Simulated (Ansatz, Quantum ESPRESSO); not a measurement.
# Mode couplings of La3In (Pm-3m) in a second program

What λ does ph.x give for La3In (Pm-3m), and how does it hang on the broadening? The first relaxation steps of the session are not shown, so no cell shown is the starting entry, unless a step says so.

Main program and level: Ansatz 0.2.0 and Quantum ESPRESSO 7.5; DFT PBEsol, scalar-relativistic, plane waves, PAW, in the first sound run; inputs show where later runs differ.

**1. The cell after earlier relaxation steps**

It takes space group Pm-3m (No. 221, cubic). Conventional cell: a = 4.964 Å, b = 4.964 Å, c = 4.964 Å, α = 90.00°, β = 90.00°, γ = 90.00°. Nearest to La lie 4 In at 3.51 Å and 8 La at 3.51 Å. In has 12 La at 3.51 Å nearest. Farther neighbours are not listed.

**2. Relaxing cell and atoms**

The relaxation is repeated from the new cell as a check. Earlier relaxation steps are not shown.

File input.yaml:

```yaml
crystal:
  lattice:
    - [4.9643697621, 0.0, 0.0]
    - [0.0, 4.9643697621, 0.0]
    - [0.0, 0.0, 4.9643697621]
  atoms:
    - { symbol: La, position: [0.0, 0.5, 0.5] }
    - { symbol: La, position: [0.5, 0.0, 0.5] }
    - { symbol: La, position: [0.5, 0.5, 0.0] }
    - { symbol: In, position: [0.0, 0.0, 0.0] }
kpoints:
  mp_grid: { grid: [6, 6, 6] }
hamiltonian:
  xc: pbesol
scf:
  occupations: { method: gaussian, width: 0.1 }
output:
  forces: true
  stress: true
  eigenvalues: true
relax:
  adjacent_minimum: "off"
  f_tol: 0.005
  max_steps: 80
  cell: { stress_tol: 0.05 }
```

On the command line:

```console
ansatz run input.yaml --threads 8 --pin off --max-ram 16384MiB --backend cpu --events-out ev --progress --plain --runs-dir out
```

Numbers of over 12 decimals in the logs are rounded to 6 here.

Log:

```text
[the first part of the log is left out]
  E_aug_tail   = 0.000025  (compensation charges beyond the density's cutoff)
  E_ewald      = -3527.355040
  E_core_change = 0.744431  (= ΣΔE_core)
  E_smearing   = -0.024999  (= −TS)
  E_closure    = 0.000000  (closes the sum)
  Σ components = -24010.557335   (vs F -24010.557335, Δ=0.00e0)
--- Forces (eV/Å), atoms counted from 1 ---
  atom   1  La     0.00000000     0.00000000    -0.00000000
  atom   2  La     0.00000000    -0.00000000     0.00000000
  atom   3  La     0.00000000     0.00000000    -0.00000000
  atom   4  In    -0.00000000    -0.00000000     0.00000000
  max |Σ_I F_I| component: 9.15e-29 eV/Å
--- Stress (GPa, compression-positive) ---
       -0.018444       0.000000       0.000000
       -0.000000      -0.018444       0.000000
        0.000000       0.000000      -0.018444
  P = ⅓ Tr σ = -0.0184 GPa (-0.184 kbar)
--- Band table (eV; the first three rows and the last of 20) ---
  k-point 0: bands = ["-20.5762", "-20.1697", "-20.1697", "-4.9165", "-4.9165", "-4.9165", "-3.8869", "-3.8869", "-3.8869", "-3.3698", "-3.3698", "-3.3698", "-1.5726", "-1.5726", "-1.5726", "-1.5605", "-1.5605", "6.1357", "9.4186", "11.1848", "11.1848", "11.2054", "11.2054", "11.2054", "13.0120", "13.0120", "13.0120", "13.6413"]
  k-point 1: bands = ["-20.5529", "-20.1944", "-20.1692", "-4.8652", "-4.8652", "-4.8373", "-3.9180", "-3.9180", "-3.9097", "-3.5054", "-3.4155", "-3.4155", "-1.5724", "-1.5591", "-1.5591", "-1.5569", "-1.5492", "6.3636", "9.7053", "10.9214", "11.2700", "11.3074", "11.3074", "11.4700", "12.8781", "12.9291", "12.9291", "13.5501"]
  k-point 2: bands = ["-20.4923", "-20.2578", "-20.1682", "-4.7397", "-4.7397", "-4.6082", "-4.0085", "-4.0085", "-3.9542", "-3.8436", "-3.5008", "-3.5008", "-1.5719", "-1.5496", "-1.5325", "-1.5325", "-1.5273", "6.9289", "10.0870", "10.4482", "11.4020", "11.4020", "11.4207", "12.2142", "13.0770", "13.0770", "13.1086", "13.3312"]
  k-point 19: bands = ["-20.3025", "-20.3025", "-20.3025", "-5.4799", "-4.7896", "-4.7896", "-4.7896", "-3.4300", "-3.4300", "-3.3542", "-3.3542", "-3.3542", "-1.5698", "-1.5698", "-1.5698", "-1.5420", "-1.5420", "6.5942", "11.0449", "11.0449", "11.0449", "12.5253", "12.5253", "12.5253", "13.4433", "13.6034", "13.6034", "13.6034"]
--- Relaxed structure (1 steps of the walk, 1 accepted, 1 SCFs on fresh bases) ---
  F+E_penalty+E_count = -24010.55733541 eV   max|allowed force component| = 4.497e-29 eV/Å   (the final SCF, on the basis selected at the relaxed cell)
  cell:  # Å, volume = 122.3467 Å³
    - [4.9643697621, 0.0, 0.0]
    - [0.0, 4.9643697621, 0.0]
    - [0.0, 0.0, 4.9643697621]
  atoms:
    - { symbol: La, position: [0.0, 0.500000, 0.500000] }
    - { symbol: La, position: [0.500000, 0.0, 0.500000] }
    - { symbol: La, position: [0.500000, 0.500000, 0.0] }
    - { symbol: In, position: [0.0, 0.0, 0.0] }
```

The job ended after 1.9 s (8 threads of Arm Neoverse V1, shared host; peak memory 0.61 GiB).

Little changed from the start: no atom moved by 0.005 Å and no cell edge by 0.1 %.

Numbers from this step:

- pressure: -0.01844 GPa
- volume per atom: 30.59 Å³
- metallic on mesh: yes
- gap on the k-mesh: 0 eV

The largest force is now zero by symmetry and the largest stress component 0.018 GPa.

**3. Ground state with pw.x**

ph.x needs a tightly converged ground state on the same k mesh; the cell is that of the step before.

This step: DFT PBEsol, scalar-relativistic, plane waves, GBRV ultrasoft pseudopotentials (Quantum ESPRESSO 7.5).

File pw.in:

```
 &control
    calculation='scf',
    prefix='x',
    outdir='./tmp',
    pseudo_dir='./pseudo',
    tprnfor=.true.,
    tstress=.true.,
 /
 &system
    ibrav=1,
    celldm(1)=9.38129923,
    nat=4,
    ntyp=2,
    ecutwfc=45.0,
    ecutrho=360.0,
    occupations='smearing',
    smearing='fd',
    degauss=0.00734986,
    nbnd=38,
 /
 &electrons
    conv_thr=1.0d-11,
    mixing_beta=0.5,
 /
ATOMIC_SPECIES
 La    138.9055  La.upf
 In    114.8180  In.upf
ATOMIC_POSITIONS crystal
 La     0.000000000   0.500000000   0.500000000
 La     0.500000000   0.000000000   0.500000000
 La     0.500000000   0.500000000   0.000000000
 In     0.000000000   0.000000000   0.000000000
K_POINTS automatic
 4 4 4 0 0 0
```

On the command line:

```console
OMP_NUM_THREADS=1 mpirun -n 8 pw.x -nk 8 -in pw.in > pw.x.log
```

Log:

```text
Program PWSCF v.7.5

     This program is part of the open-source Quantum ESPRESSO suite
     for quantum simulation of materials; please cite
         "P. Giannozzi et al., J. Phys.:Condens. Matter 21 395502 (2009);
         "P. Giannozzi et al., J. Phys.:Condens. Matter 29 465901 (2017);
         "P. Giannozzi et al., J. Chem. Phys. 152 154105 (2020);
     in publications or presentations arising from this work. More details at

     G-vector sticks info
     --------------------
     sticks:   dense  smooth     PW     G-vecs:    dense   smooth      PW
     Sum        2537    1265    373                95193    33641    5449

     Using Slab Decomposition

     bravais-lattice index     =            1
     lattice parameter (alat)  =       9.3813  a.u.
     unit-cell volume          =     825.6367 (a.u.)^3
     number of atoms/cell      =            4
     number of atomic types    =            2
     number of electrons       =        46.00
     number of Kohn-Sham states=           38
     kinetic-energy cutoff     =      45.0000  Ry
     charge density cutoff     =     360.0000  Ry
     scf convergence threshold =      1.0E-11
     mixing beta               =       0.5000
     number of iterations used =            8  plain     mixing
     Exchange-correlation= SLA  PW   PSX  PSC
                           (   1   4  10   8   0   0   0)

     celldm(1)=   9.381299  celldm(2)=   0.000000  celldm(3)=   0.000000
     celldm(4)=   0.000000  celldm(5)=   0.000000  celldm(6)=   0.000000

     crystal axes: (cart. coord. in units of alat)
               a(1) = (   1.000000   0.000000   0.000000 )
               a(2) = (   0.000000   1.000000   0.000000 )
               a(3) = (   0.000000   0.000000   1.000000 )

     reciprocal axes: (cart. coord. in units 2 pi/alat)
               b(1) = (  1.000000  0.000000  0.000000 )
               b(2) = (  0.000000  1.000000  0.000000 )
               b(3) = (  0.000000  0.000000  1.000000 )

     PseudoPot. # 1 for La read from file:
     ./pseudo/La.upf
     Pseudo is Ultrasoft + core correction, Zval = 11.0
     Using radial grid of  995 points,  8 beta functions with:
                l(1) =   0
                l(2) =   0
                l(3) =   1
                l(4) =   1
                l(5) =   2
                l(6) =   2
                l(7) =   3
                l(8) =   3
     Q(r) pseudized with  8 coefficients,  rinner =    1.700   1.700   1.700
                                                       1.700   1.700   1.700
                                                       1.700

     PseudoPot. # 2 for In read from file:
     ./pseudo/In.upf
     Pseudo is Ultrasoft + core correction, Zval = 13.0
     Using radial grid of  889 points,  6 beta functions with:
                l(1) =   0
                l(2) =   0
                l(3) =   1
                l(4) =   1
                l(5) =   2
                l(6) =   2
     Q(r) pseudized with  6 coefficients,  rinner =    1.400   1.400   1.400
                                                       1.400   1.400

     atomic species   valence    mass     pseudopotential
     La               11.00   138.90550     La( 1.00)
     In               13.00   114.81800     In( 1.00)

     48 Sym. Ops., with inversion, found

   Cartesian axes

     site n.     atom                  positions (alat units)
         1        La     tau(   1) = (   0.0000000   0.5000000   0.5000000  )
         2        La     tau(   2) = (   0.5000000   0.0000000   0.5000000  )
         3        La     tau(   3) = (   0.5000000   0.5000000   0.0000000  )
         4        In     tau(   4) = (   0.0000000   0.0000000   0.0000000  )

     number of k points=    10  Fermi-Dirac smearing, width (Ry)=  0.0073
                       cart. coord. in units 2pi/alat
        k(    1) = (   0.0000000   0.0000000   0.0000000), wk =   0.0312500
        k(    2) = (   0.0000000   0.0000000   0.2500000), wk =   0.1875000
        k(    3) = (   0.0000000   0.0000000  -0.5000000), wk =   0.0937500
        k(    4) = (   0.0000000   0.2500000   0.2500000), wk =   0.3750000
        k(    5) = (   0.0000000   0.2500000  -0.5000000), wk =   0.3750000
        k(    6) = (   0.0000000  -0.5000000  -0.5000000), wk =   0.0937500
        k(    7) = (   0.2500000   0.2500000   0.2500000), wk =   0.2500000
        k(    8) = (   0.2500000   0.2500000  -0.5000000), wk =   0.3750000
        k(    9) = (   0.2500000  -0.5000000  -0.5000000), wk =   0.1875000
        k(   10) = (  -0.5000000  -0.5000000  -0.5000000), wk =   0.0312500

     Dense  grid:    95193 G-vectors     FFT dimensions: (  60,  60,  60)

     Smooth grid:    33641 G-vectors     FFT dimensions: (  45,  45,  45)

     Initial potential from superposition of free atoms

     starting charge      44.4118, renormalised to      46.0000

     negative rho (up, down):  2.315E-01 0.000E+00
     Starting wfcs are   69 randomized atomic wfcs

     per-process dynamical memory:    73.8 Mb

     Self-consistent Calculation

     iteration #  1     ecut=    45.00 Ry     beta= 0.50
     Davidson diagonalization with overlap
     ethr =  1.00E-02,  avg # of iterations =  2.1

     negative rho (up, down):  2.005E-01 0.000E+00

     total energy              =    -439.73384763 Ry
     estimated scf accuracy    <       0.59809235 Ry

     iteration #  2     ecut=    45.00 Ry     beta= 0.50
     Davidson diagonalization with overlap
     ethr =  1.30E-03,  avg # of iterations =  2.0

     negative rho (up, down):  1.835E-01 0.000E+00

     total energy              =    -439.84339403 Ry
     estimated scf accuracy    <       0.02687055 Ry

     iteration #  3     ecut=    45.00 Ry     beta= 0.50
     Davidson diagonalization with overlap
     ethr =  5.84E-05,  avg # of iterations =  8.7

     negative rho (up, down):  1.712E-01 0.000E+00

     total energy              =    -439.85266965 Ry
     estimated scf accuracy    <       0.00529492 Ry

     iteration #  4     ecut=    45.00 Ry     beta= 0.50
     Davidson diagonalization with overlap
     c_bands:  2 eigenvalues not converged
     ethr =  1.15E-05,  avg # of iterations =  7.5

     negative rho (up, down):  1.643E-01 0.000E+00

     total energy              =    -439.85383644 Ry
     estimated scf accuracy    <       0.00148015 Ry

     iteration #  5     ecut=    45.00 Ry     beta= 0.50
     Davidson diagonalization with overlap
     c_bands:  1 eigenvalues not converged
     ethr =  3.22E-06,  avg # of iterations = 10.4

     negative rho (up, down):  1.595E-01 0.000E+00

     total energy              =    -439.85395740 Ry
     estimated scf accuracy    <       0.00014132 Ry

     iteration #  6     ecut=    45.00 Ry     beta= 0.50
     Davidson diagonalization with overlap
     ethr =  3.07E-07,  avg # of iterations = 10.7

     negative rho (up, down):  1.598E-01 0.000E+00

     total energy              =    -439.85398348 Ry
     estimated scf accuracy    <       0.00000771 Ry

     iteration #  7     ecut=    45.00 Ry     beta= 0.50
     Davidson diagonalization with overlap
     c_bands:  1 eigenvalues not converged
     ethr =  1.68E-08,  avg # of iterations =  6.2

     negative rho (up, down):  1.601E-01 0.000E+00

     total energy              =    -439.85398802 Ry
     estimated scf accuracy    <       0.00000021 Ry

     iteration #  8     ecut=    45.00 Ry     beta= 0.50
     Davidson diagonalization with overlap
     ethr =  4.63E-10,  avg # of iterations =  5.3

     negative rho (up, down):  1.601E-01 0.000E+00

     total energy              =    -439.85398823 Ry
     estimated scf accuracy    <       0.00000002 Ry

     iteration #  9     ecut=    45.00 Ry     beta= 0.50
     Davidson diagonalization with overlap
     ethr =  4.59E-11,  avg # of iterations =  4.7

     negative rho (up, down):  1.601E-01 0.000E+00

     total energy              =    -439.85398824 Ry
     estimated scf accuracy    <          5.1E-09 Ry

     iteration # 10     ecut=    45.00 Ry     beta= 0.50
     Davidson diagonalization with overlap
     ethr =  1.11E-11,  avg # of iterations =  2.8

     negative rho (up, down):  1.601E-01 0.000E+00

     total energy              =    -439.85398824 Ry
     estimated scf accuracy    <          1.0E-10 Ry

     iteration # 11     ecut=    45.00 Ry     beta= 0.50
     Davidson diagonalization with overlap
     ethr =  2.21E-13,  avg # of iterations =  6.2

     negative rho (up, down):  1.601E-01 0.000E+00

     total energy              =    -439.85398824 Ry
     estimated scf accuracy    <          2.1E-11 Ry

     iteration # 12     ecut=    45.00 Ry     beta= 0.50
     Davidson diagonalization with overlap
     ethr =  1.00E-13,  avg # of iterations =  2.7

     negative rho (up, down):  1.601E-01 0.000E+00

     End of self-consistent calculation

          k = 0.0000 0.0000 0.0000 (  4169 PWs)   bands (ev):

   -20.4469 -20.0430 -20.0430  -4.7476  -4.7476  -4.7476  -3.7174  -3.7174
    -3.7174  -3.2057  -3.2057  -3.2057  -1.3498  -1.3498  -1.3498  -1.3369
    -1.3369   6.3395   9.5874  11.3938  11.3938  11.4014  11.4014  11.4014
    13.2974  13.2974  13.2974  14.0603  14.5218  14.5218  14.5218  14.5948
    14.5949  14.5952  14.8080  14.8081  14.8081  14.9905

          k = 0.0000 0.0000 0.2500 (  4196 PWs)   bands (ev):

   -20.3968 -20.0959 -20.0421  -4.6386  -4.6386  -4.5716  -3.7873  -3.7873
    -3.7617  -3.4928  -3.2947  -3.2947  -1.3495  -1.3299  -1.3236  -1.3236
    -1.3150   6.8261  10.1980  10.7670  11.5388  11.5781  11.5781  12.0156
    13.1804  13.1946  13.1946  13.8099  14.2517  14.4971  14.4971  14.5487
    14.5953  14.5956  14.7145  14.7665  14.7680  14.9951

          k = 0.0000 0.0000-0.5000 (  4220 PWs)   bands (ev):

   -20.3149 -20.1806 -20.0411  -4.4875  -4.4875  -4.1363  -4.0344  -3.9086
    -3.9086  -3.8048  -3.3734  -3.3734  -1.3491  -1.3229  -1.2977  -1.2977
    -1.2942   7.5393   9.7510  11.1209  11.5929  11.5929  11.7119  13.0360
    13.5121  13.6499  13.7338  13.7338  13.8460  14.1689  14.1689  14.2651
    14.2653  14.6484  14.6484  14.7424  14.7424  14.9572

          k = 0.0000 0.2500 0.2500 (  4214 PWs)   bands (ev):

   -20.3519 -20.1112 -20.0720  -4.7327  -4.5199  -4.2805  -4.1215  -3.8251
    -3.7040  -3.5731  -3.4241  -3.2292  -1.3337  -1.3247  -1.3222  -1.3169
    -1.3016   7.1780  10.6098  10.9583  11.2032  11.2880  12.0141  12.2806
    12.5674  13.5939  13.6163  14.0924  14.2202  14.2564  14.5287  14.5395
    14.5467  14.5955  14.6877  14.7287  14.7421  14.8425

          k = 0.0000 0.2500-0.5000 (  4216 PWs)   bands (ev):

[...]
14.5070  14.5347  14.5484  14.7040  14.7752  14.7920

          k = 0.0000-0.5000-0.5000 (  4196 PWs)   bands (ev):

[...]
14.3289  14.6521  14.6928  14.6929  14.7232  14.9820

          k = 0.2500 0.2500 0.2500 (  4212 PWs)   bands (ev):

[...]
14.5630  14.5630  14.6832  14.6832  14.7952  14.8980

          k = 0.2500 0.2500-0.5000 (  4210 PWs)   bands (ev):

[...]
14.5151  14.5163  14.6764  14.7063  14.7948  14.8286

          k = 0.2500-0.5000-0.5000 (  4216 PWs)   bands (ev):

   -20.1769 -20.1763 -20.1763  -5.0855  -4.6340  -4.4230  -4.4230  -3.5640
    -3.4173  -3.4173  -3.2719  -3.1943  -1.3439  -1.3210  -1.3210  -1.3151
    -1.3089   7.1763  11.2189  11.2189  11.7781  11.7935  12.3409  12.3409
    13.4551  13.5572  13.5572  13.9996  14.0352  14.4207  14.4207  14.4443
    14.4554  14.6052  14.6052  14.6490  14.8688  14.9844

          k =-0.5000-0.5000-0.5000 (  4224 PWs)   bands (ev):

   -20.1749 -20.1749 -20.1749  -5.3146  -4.6166  -4.6166  -4.6166  -3.2693
    -3.2693  -3.1865  -3.1865  -3.1865  -1.3471  -1.3471  -1.3471  -1.3189
    -1.3189   6.8032  11.2292  11.2292  11.2292  12.7557  12.7557  12.7557
    13.8041  13.8041  13.8041  13.8288  14.1640  14.1640  14.1640  14.4882
    14.4882  14.6481  14.6481  14.6482  14.9704  14.9707

     the Fermi energy is    12.3559 ev

!    total energy              =    -439.85398824 Ry
     estimated scf accuracy    <          9.8E-13 Ry
     smearing contrib. (-TS)   =      -0.01442851 Ry
     internal energy E=F+TS    =    -439.83955973 Ry

     The total energy is F=E-TS. E is the sum of the following terms:
     one-electron contribution =     -48.80202693 Ry
     hartree contribution      =      52.43627590 Ry
     xc contribution           =    -184.21799503 Ry
     ewald contribution        =    -259.25581366 Ry

     convergence has been achieved in  12 iterations

     negative rho (up, down):  1.601E-01 0.000E+00

     Forces acting on atoms (cartesian axes, Ry/au):

     atom    1 type  1   force =     0.00000000    0.00000000    0.00000000
     atom    2 type  1   force =     0.00000000    0.00000000    0.00000000
     atom    3 type  1   force =     0.00000000    0.00000000    0.00000000
     atom    4 type  2   force =     0.00000000    0.00000000    0.00000000

     Total force =     0.000000     Total SCF correction =     0.000000

     Computing stress (Cartesian axis) and pressure

     negative rho (up, down):  1.601E-01 0.000E+00
          total   stress  (Ry/bohr**3)                   (kbar)     P=        1.91
   0.00001300   0.00000000   0.00000000            1.91        0.00        0.00
   0.00000000   0.00001300   0.00000000            0.00        1.91        0.00
   0.00000000   0.00000000   0.00001300            0.00        0.00        1.91

     Writing all to output data dir ./tmp/x.save/ :
     XML data file, charge density, pseudopotentials, collected wavefunctions

   JOB DONE.
```

Run time: 20 s. Hardware: 8 MPI ranks; 2.6 min of CPU time.

This step gave:

```yaml
pressure: 0.1910 GPa
```

With these potentials, mesh and smearing the cell is at 0.19 GPa.

(Part 1 of 2 ends here.)

[Logs are printed without paths, hosts, clocks, repeated set-up lines and the standing remarks that a program may print on its own settings, such as how far it seeks lower states.]

[Hosts, paths, dates, database ids (printed as entryN), source tags and the programs' standing remarks are cut or masked in the printed files.]
